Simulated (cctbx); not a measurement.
**Accept or mend?**

Cell a = 10.1440 Å, b = 4.9260 Å, c = 7.4000 Å, α = 90.00°, β = 112.74°, γ = 90.00°; space group C2/c (no. 15). The compound is AlCu2F5.

Simulated single-crystal data (cctbx): Cu Kα, λ = 1.54184 Å, to d = 0.83 Å, 95 % of the full sphere, strongest reflection 70000 counts, noise from counting, a 4 % proportional error and a noise floor of 8 counts (s.d.); no absorption, and some extinction, which the refinements don't model.

An anisotropic refinement with weights 1/σ² prints:

```text
Rint 0.030, 312 unique reflections to 0.83 A
cycle     R1     wR2    GooF  max shift (A)
   1  0.6521  0.9301  31.219   0.13605
   7  0.3518  0.6471  21.720   0.00011
final R1 0.3518 wR2 0.6471 GooF 21.720  parameters 29  data/parameter 10.8
atom        x        y        z      Ueq    occ   su(xyz)  su(Uiso or U11)
Cu1    0.64262  0.00293  0.74901  -0.0143  1.000  0.00086  0.0046  NPD
Al1    0.00000  0.00000  0.50000  -0.0124  1.000  0.00000  0.0076  NPD
F1     0.68452  0.63825  0.64484  -0.0037  1.000  0.00429  0.0108  NPD
F2     0.00000  0.79944  0.75000   1.1831  1.000  0.00918  0.0946  NPD
difference map: max 44.08 min -8.97 rms 4.51
Q1    0.1421  0.4955  0.2448    8   44.56  0.03 A from Cu1
Q2    0.0891  0.3107  0.9457    8   27.90  1.90 A from Al1
Q3    0.0000  0.1973  0.2500    4   22.22  0.02 A from F2
Q4    0.0000  0.0000  0.0000    4   15.93  0.00 A from Al1
Q5    0.1876  0.1642  0.6363    8   15.35  0.15 A from F1
Q6    0.0700  0.2994  0.4420    8    7.10  1.41 A from F2
```

Q: Accept it or mend it, and why?

Mend it. The fault: an atom left out, F at (0.5829, 0.1887, 0.4476). Against the right model at the same level, R1 goes from 0.0115 to 0.3518 and GooF from 1.00 to 21.72, U of Al1 shrinks from 0.0159 to -0.0124 Å², U of Cu1 shrinks from 0.0115 to -0.0143 Å², U of F2 swells from 0.0244 to 1.1831 Å², the top difference peak, 44.6 e/Å³, lies on Cu1 and Cu1, Al1, F1 and F2 go non-positive-definite. Q2 is the missing atom. With scattering power missing, scale and phases suffer, so peaks may also grow on the heavy atoms.

The compound is AlCu2F5. The right model at the same level gives:

```text
Rint 0.030, 312 unique reflections to 0.83 A
cycle     R1     wR2    GooF  max shift (A)
   1  0.0193  0.0715   2.439   0.00183
   2  0.0115  0.0292   0.998   0.00000
final R1 0.0115 wR2 0.0292 GooF 0.998  parameters 38  data/parameter 8.2
atom        x        y        z      Ueq    occ   su(xyz)  su(Uiso or U11)
Cu1    0.64222  0.00280  0.74763   0.0115  1.000  0.00003  0.0002
Al1    0.00000  0.00000  0.50000   0.0159  1.000  0.00000  0.0003
F1     0.58278  0.18891  0.44753   0.0200  1.000  0.00014  0.0004
F2     0.67421  0.64370  0.63558   0.0171  1.000  0.00014  0.0004
F3     0.00000  0.80098  0.75000   0.0244  1.000  0.00021  0.0006
difference map: max 0.22 min -0.37 rms 0.07
Q1    0.1118  0.0038  0.0271    8    0.23  1.07 A from Al1
Q2    0.2411  0.9904  0.2093    8    0.21  0.95 A from F2
Q3    0.0335  0.1853  0.8626    8    0.20  0.89 A from F1
Q4    0.2047  0.3980  0.3308    8    0.18  0.85 A from Cu1
Q5    0.0727  0.4956  0.1084    8    0.18  1.00 A from Cu1
Q6    0.2279  0.3560  0.8562    8    0.18  1.18 A from Cu1
```

The model is made up (kin elements in a known structure type, no relaxation), so it says nothing on whether the phase exists.

[Middle refinement cycles are left out of these outputs.]

[Logs are printed without paths, hosts, clocks, repeated set-up lines and the standing remarks that a program may print on its own settings, such as how far it seeks lower states.]
